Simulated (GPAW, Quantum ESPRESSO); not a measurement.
# Y L₃ ELNES/XANES of Y (P6_3/mmc) from DFT, part 4 of 5

Do two independent programs agree on the Y L₃ edge of Y (P6_3/mmc)? The same cell and functional are run with XSpectra and with GPAW.

Quantum ESPRESSO 7.5 and GPAW 26.7.0; core-hole supercells, plane-wave PAW PBE.

So far. Step 7 (Spectrum with XCH, Y atom 1 (Quantum ESPRESSO)): Main maxima below 30 eV (height): 1.5 eV (2.25), 4.0 eV (2.17) and 17.1 eV (0.64).  Step 8 (Ground state of the crystal (GPAW)): The mesh shows no gap, so the system is treated as a metal and the core electron is put at the Fermi level (neutral cell).

**9. Spectrum without a core hole, Y atom 1 (GPAW)**

Level of this step: X-ray absorption from dipole matrix elements to empty bands, plane-wave PAW PBE (GPAW).

Without a hole the spectrum is the empty density of states of the right symmetry on the absorber, weighted by matrix elements. It needs only the small cell and serves as the baseline. The data set with a hole of occupation 0 only carries the core orbital.

The input, xas.py:

```python
import numpy as np
from ase import Atoms
from ase.parallel import parprint, paropen
from gpaw import GPAW, PW, FermiDirac, Mixer, MixerDif, setup_paths
from gpaw.test import gen
setup_paths.insert(0, '.')
gen('Y', name='nch2p', xcname='PBE', corehole=(2, 1, 0), write_xml=True)
from gpaw.mpi import world
world.barrier()

atoms = Atoms('Y2',
    cell=[[3.6474, 0, 0],
     [-1.8237, 3.15874106, 0],
     [0, 0, 5.7306]],
    scaled_positions=[[0.66666667, 0.33333333, 0.75],
     [0.33333333, 0.66666667, 0.25]],
    pbc=True)
atoms.calc = calc = GPAW(legacy_gpaw=True, mode=PW(500, force_complex_dtype=True), xc='PBE', setups={0: 'nch2p'},
    kpts={'size': (11, 11, 6), 'gamma': True}, occupations=FermiDirac(0.1),
    charge=0, mixer=Mixer(0.1, 5, 50), maxiter=150,
    convergence={'density': 0.0001, 'eigenstates': 1e-6}, txt='scf.txt')
energy = atoms.get_potential_energy() + calc.get_reference_energy()
ef = calc.get_fermi_level()
out = dict(energy=energy, fermi=ef, forces=atoms.get_forces().tolist())
parprint(f'all-electron energy {energy:.4f} eV, Fermi level {ef:.4f} eV')
ev = np.array([[calc.get_eigenvalues(k, s) for k in range(len(calc.get_ibz_k_points()))] for s in range(calc.get_number_of_spins())])
out['homo'], out['lumo'], out['counts'] = ev[ev < ef].max(), ev[ev > ef].min(), sorted(set((ev < ef).sum((0, 2)).tolist()))
out['filled'] = (ev[:, 0] < ef).sum(1).tolist()

from ase.units import Ha
from gpaw.xas import dipole_matrix_elements
nb = int(calc.get_number_of_electrons() / 2) + 53
top, nb = nb, nb + 8 + nb // 12
nscf = calc.fixed_density(kpts={'size': (7, 7, 4), 'gamma': True}, nbands=nb,
    convergence={'bands': top, 'eigenstates': 5e-3}, maxiter=60, txt='nscf.txt')
cell = atoms.cell.array
ops = [cell.T @ U.T @ np.linalg.inv(cell.T) for U in nscf.wfs.kd.symmetry.op_scc]
E = np.arange(-25, 34, 0.1)
fwhm = np.interp(E, [4, 25], [1.5, 3.5])
Y, X, zero, highest = 0, 0, 1e9, 1e9
for spin in range(nscf.get_number_of_spins()):
    wfs = nscf.wfs
    mine = wfs.bd.get_slice()  # this rank's bands
    A = dipole_matrix_elements(wfs.setups[0])
    eps = np.zeros((wfs.kd.nibzkpts, nb))
    d = np.zeros((3, A.shape[1], wfs.kd.nibzkpts, nb), complex)
    for kpt in wfs.kpt_u:
        if kpt.s == spin and 0 in kpt.P_ani:
            eps[kpt.k, mine] = kpt.eps_n * Ha
            d[:, :, kpt.k, mine] = (kpt.weight * wfs.nspins / 2) ** 0.5 * np.inner(A, kpt.P_ani[0])
    world.sum(eps)
    world.sum(d)
    T = np.einsum('amkn,bmkn->abkn', d, d.conj()).real
    T = sum(np.einsum('ai,ijkn,bj->abkn', R, T, R) for R in ops) / len(ops)
    empty = eps > ef
    zero, highest = min(zero, eps[empty].min()), min(highest, eps[:, top - 1].min())
    lines = [(eps, T, empty)] if spin == 0 else lines + [(eps, T, empty)]
for eps, T, empty in lines:
    f = np.einsum('aakn->akn', T).reshape(3, -1)
    x = eps.ravel() - zero
    w = np.interp(x, E, fwhm) / 2.35482
    g = np.exp(-0.5 * ((E[:, None] - x) / w) ** 2) / (w * (2 * np.pi) ** 0.5)
    Y = Y + (f * empty.ravel()) @ g.T
    X = X + (f * ~empty.ravel()) @ g.T
out.update(E=E.round(2).tolist(), xas=Y.tolist(), xes=X.tolist(), zero=zero, valid=highest - zero, nk=len(eps), nb=nb)
for i in range(0, len(E), 10):
    parprint(f'{E[i]:7.2f}', *(f'{v:10.3e}' for v in Y[:, i]))
import json
with paropen('out.json', 'w') as f:
    json.dump(out, f)
```

The run is started by

```bash
OMP_NUM_THREADS=1 mpirun -n 4 gpaw python xas.py
```

Numbers of over 12 decimals in the logs are rounded to 6 here.

Log:

```text
Input parameters:
  convergence: {density: 0.0001,
                eigenstates: 1e-06}
  kpts: {gamma: True,
         size: (11, 11, 6)}
  maxiter: 150
  mixer: {backend: pulay,
          beta: 0.1,
          method: separate,
          nmaxold: 5,
          weight: 50}
  mode: {ecut: 500.0,
         force_complex_dtype: True,
         name: pw}
  occupations: {fixmagmom: False,
                name: fermi-dirac,
[...]
*d    :     0.907513
--------------------------------

Diagonalizing with gridspacing h=0.050

state   all-electron     PAW
-------------------------------
4s:      -1.762974    -1.763432
4p:      -1.026078    -1.026747
4d:      -0.092487    -0.092821
*f:                    0.058258
-------------------------------
all-electron energy -184192.1670 eV, Fermi level 6.3835 eV
[...]
32.00  1.244e-05  1.244e-05  1.146e-05
  33.00  1.195e-05  1.195e-05  1.143e-05
[key lines of the parts left out:]
Converged after 12 iterations.
Dipole moment: (-0.000000, 0.000000, -0.000000) |e|*Ang
Free energy:     -9.459108
Fermi level: 6.38347
```

The job ended after 22 s (4 MPI ranks of Intel Xeon 6975P-C (Granite Rapids), shared host; peak memory 0.32 GiB).

The Y L₃ spectrum, Y atom 1, no core hole (energy from the lowest empty level; intensity scaled to a mean of 1 over the first 20 eV; polarised curves are means over the symmetry-equivalent atoms):

| E (eV) | isotropic | ε ⊥ c | ε ∥ c |
| --- | --- | --- | --- |
| -2.0 | 0.00 | 0.00 | 0.00 |
| -1.4 | 0.02 | 0.02 | 0.01 |
| -0.8 | 0.12 | 0.13 | 0.10 |
| -0.2 | 0.39 | 0.41 | 0.35 |
| 0.4 | 0.80 | 0.79 | 0.81 |
| 1.0 | 1.25 | 1.21 | 1.34 |
| 1.6 | 1.54 | 1.53 | 1.56 |
| 2.2 | 1.47 | 1.51 | 1.39 |
| 2.8 | 1.31 | 1.35 | 1.23 |
| 3.4 | 1.46 | 1.47 | 1.42 |
| 4.0 | 2.01 | 2.01 | 2.02 |
| 4.6 | 2.55 | 2.54 | 2.56 |
| 5.2 | 2.39 | 2.38 | 2.41 |
| 5.8 | 1.64 | 1.62 | 1.67 |
| 6.4 | 1.00 | 0.99 | 1.01 |
| 7.0 | 0.77 | 0.78 | 0.76 |
| 7.6 | 0.78 | 0.78 | 0.77 |
| 8.2 | 0.78 | 0.77 | 0.80 |
| 8.8 | 0.77 | 0.76 | 0.79 |
| 9.4 | 0.81 | 0.82 | 0.80 |
| 10.0 | 0.88 | 0.90 | 0.84 |
| 10.6 | 0.92 | 0.95 | 0.88 |
| 11.2 | 0.89 | 0.90 | 0.87 |
| 11.8 | 0.79 | 0.78 | 0.81 |
| 12.4 | 0.67 | 0.65 | 0.72 |
| 13.0 | 0.57 | 0.55 | 0.60 |
| 13.6 | 0.50 | 0.49 | 0.51 |
| 14.2 | 0.48 | 0.48 | 0.48 |
| 14.8 | 0.50 | 0.50 | 0.51 |
| 15.4 | 0.56 | 0.55 | 0.57 |
| 16.0 | 0.63 | 0.63 | 0.64 |
| 16.6 | 0.70 | 0.70 | 0.69 |
| 17.2 | 0.75 | 0.76 | 0.72 |
| 17.8 | 0.75 | 0.77 | 0.71 |
| 18.4 | 0.73 | 0.75 | 0.69 |
| 19.0 | 0.69 | 0.71 | 0.67 |
| 19.6 | 0.66 | 0.66 | 0.67 |
| 20.2 | 0.65 | 0.64 | 0.68 |
| 20.8 | 0.65 | 0.63 | 0.70 |
| 21.4 | 0.66 | 0.63 | 0.70 |
| 22.0 | 0.65 | 0.63 | 0.69 |
| 22.6 | 0.63 | 0.62 | 0.64 |
| 23.2 | 0.59 | 0.59 | 0.59 |
| 23.8 | 0.55 | 0.56 | 0.53 |
| 24.4 | 0.51 | 0.53 | 0.49 |
| 25.0 | 0.50 | 0.51 | 0.47 |
| 25.6 | 0.49 | 0.50 | 0.47 |
| 26.2 | 0.50 | 0.51 | 0.49 |
| 26.8 | 0.51 | 0.51 | 0.51 |
| 27.4 | 0.53 | 0.52 | 0.54 |
| 28.0 | 0.54 | 0.53 | 0.56 |
| 28.6 | 0.55 | 0.53 | 0.57 |
| 29.2 | 0.55 | 0.55 | 0.57 |
| 29.8 | 0.56 | 0.56 | 0.57 |
| 30.4 | 0.57 | 0.58 | 0.56 |
| 31.0 | 0.58 | 0.59 | 0.55 |
| 31.6 | 0.58 | 0.59 | 0.55 |

Main maxima below 30 eV (height): 1.8 eV (1.56), 4.8 eV (2.59), 10.6 eV (0.92) and 17.6 eV (0.75). 

The same matrix elements for filled bands give the Y L₃ emission of Y atom 1 (ground-state approximation; energy from the lowest empty level, largest value 1):

| E (eV) | emission |
| --- | --- |
| -24.00 | 0.00 |
| -23.25 | 0.00 |
| -22.50 | 0.00 |
| -21.75 | 0.00 |
| -21.00 | 0.00 |
| -20.25 | 0.00 |
| -19.50 | 0.00 |
| -18.75 | 0.00 |
| -18.00 | 0.00 |
| -17.25 | 0.00 |
| -16.50 | 0.00 |
| -15.75 | 0.00 |
| -15.00 | 0.00 |
| -14.25 | 0.00 |
| -13.50 | 0.00 |
| -12.75 | 0.00 |
| -12.00 | 0.00 |
| -11.25 | 0.00 |
| -10.50 | 0.00 |
| -9.75 | 0.00 |
| -9.00 | 0.00 |
| -8.25 | 0.00 |
| -7.50 | 0.00 |
| -6.75 | 0.00 |
| -6.00 | 0.00 |
| -5.25 | 0.00 |
| -4.50 | 0.01 |
| -3.75 | 0.04 |
| -3.00 | 0.10 |
| -2.25 | 0.30 |
| -1.50 | 0.68 |
| -0.75 | 1.00 |
| 0.00 | 0.70 |
| 0.75 | 0.17 |
| 1.50 | 0.01 |
| 2.25 | 0.00 |
| 3.00 | 0.00 |

Emission maxima: -0.6 eV (1.00).

**10. Supercell without a hole, the energy reference (GPAW)**

Total energies of two programs can't be mixed, so the cell and mesh of GPAW's hole run get a reference energy of their own.

The input, scf.py:

```python
import numpy as np
from ase import Atoms
from ase.parallel import parprint, paropen
from gpaw import GPAW, PW, FermiDirac, Mixer, MixerDif, setup_paths
from gpaw.test import gen
setup_paths.insert(0, '.')
gen('Y', name='nch2p', xcname='PBE', corehole=(2, 1, 0), write_xml=True)
from gpaw.mpi import world
world.barrier()

atoms = Atoms('Y8',
    cell=[[-1.8237, -3.15874106, -5.7306],
     [1.8237, 3.15874106, -5.7306],
     [7.2948, 0, 0]],
    scaled_positions=[[0.45833333, 0.79166667, 0.16666667],
     [0.95833333, 0.29166667, 0.16666667],
     [0.45833333, 0.79166667, 0.66666667],
     [0.95833333, 0.29166667, 0.66666667],
     [0.54166667, 0.20833333, 0.83333333],
     [0.04166667, 0.70833333, 0.83333333],
     [0.54166667, 0.20833333, 0.33333333],
     [0.04166667, 0.70833333, 0.33333333]],
    pbc=True)
atoms.calc = calc = GPAW(legacy_gpaw=True, mode=PW(500, force_complex_dtype=True), xc='PBE', setups={0: 'nch2p'},
    kpts={'size': (3, 3, 3), 'gamma': True}, occupations=FermiDirac(0.1),
    charge=0, mixer=Mixer(0.1, 5, 50), maxiter=150,
    convergence={'density': 0.0001, 'eigenstates': 1e-6}, txt='scf.txt')
energy = atoms.get_potential_energy() + calc.get_reference_energy()
ef = calc.get_fermi_level()
out = dict(energy=energy, fermi=ef, forces=atoms.get_forces().tolist())
parprint(f'all-electron energy {energy:.4f} eV, Fermi level {ef:.4f} eV')
ev = np.array([[calc.get_eigenvalues(k, s) for k in range(len(calc.get_ibz_k_points()))] for s in range(calc.get_number_of_spins())])
out['homo'], out['lumo'], out['counts'] = ev[ev < ef].max(), ev[ev > ef].min(), sorted(set((ev < ef).sum((0, 2)).tolist()))
out['filled'] = (ev[:, 0] < ef).sum(1).tolist()
import json
with paropen('out.json', 'w') as f:
    json.dump(out, f)
```

The run is started by

```bash
OMP_NUM_THREADS=1 mpirun -n 4 gpaw python scf.py
```

Log:

```text
Input parameters:
  convergence: {density: 0.0001,
                eigenstates: 1e-06}
  kpts: {gamma: True,
         size: (3, 3, 3)}
  maxiter: 150
  mixer: {backend: pulay,
          beta: 0.1,
          method: separate,
          nmaxold: 5,
          weight: 50}
  mode: {ecut: 500.0,
         force_complex_dtype: True,
         name: pw}
  occupations: {fixmagmom: False,
                name: fermi-dirac,
[...]
5s(2) :    -0.150720     0.973119
4p(6) :    -1.026078     0.547490
5p(0) :    -0.052973     0.977702
4d(1) :    -0.092487     0.864204
*d    :     0.907513
--------------------------------

Diagonalizing with gridspacing h=0.050

state   all-electron     PAW
-------------------------------
4s:      -1.762974    -1.763432
4p:      -1.026078    -1.026747
4d:      -0.092487    -0.092821
*f:                    0.058258
-------------------------------
all-electron energy -736768.7321 eV, Fermi level 6.3875 eV
[key lines of the parts left out:]
Converged after 12 iterations.
Dipole moment: (-0.000000, -0.000000, 0.000001) |e|*Ang
Free energy:    -37.879569
Fermi level: 6.38753
```

The job ended after 25 s (4 MPI ranks; peak memory 0.33 GiB; 98 s of CPU time).

Reference energy: -736768.732 eV with the cores included.

(Part 4 of 5 ends here.)

[Banner, clock and machine lines of the logs are left out without a mark of their own.]

[Logs are printed without paths, hosts, clocks, repeated set-up lines and the standing remarks that a program may print on its own settings, such as how far it seeks lower states.]

[Hosts, paths, dates, database ids (printed as entryN), source tags and the programs' standing remarks are cut or masked in the printed files.]

[Lists of maxima count a maximum above −3 eV only where it reaches 4 % of the highest in the window and stands out from its surroundings by 2 % of it (1.5 % where it reaches 55 %); shoulders and weaker maxima are passed over, and of the rest the first, up to two pre-edge ones and the few strongest are named.]
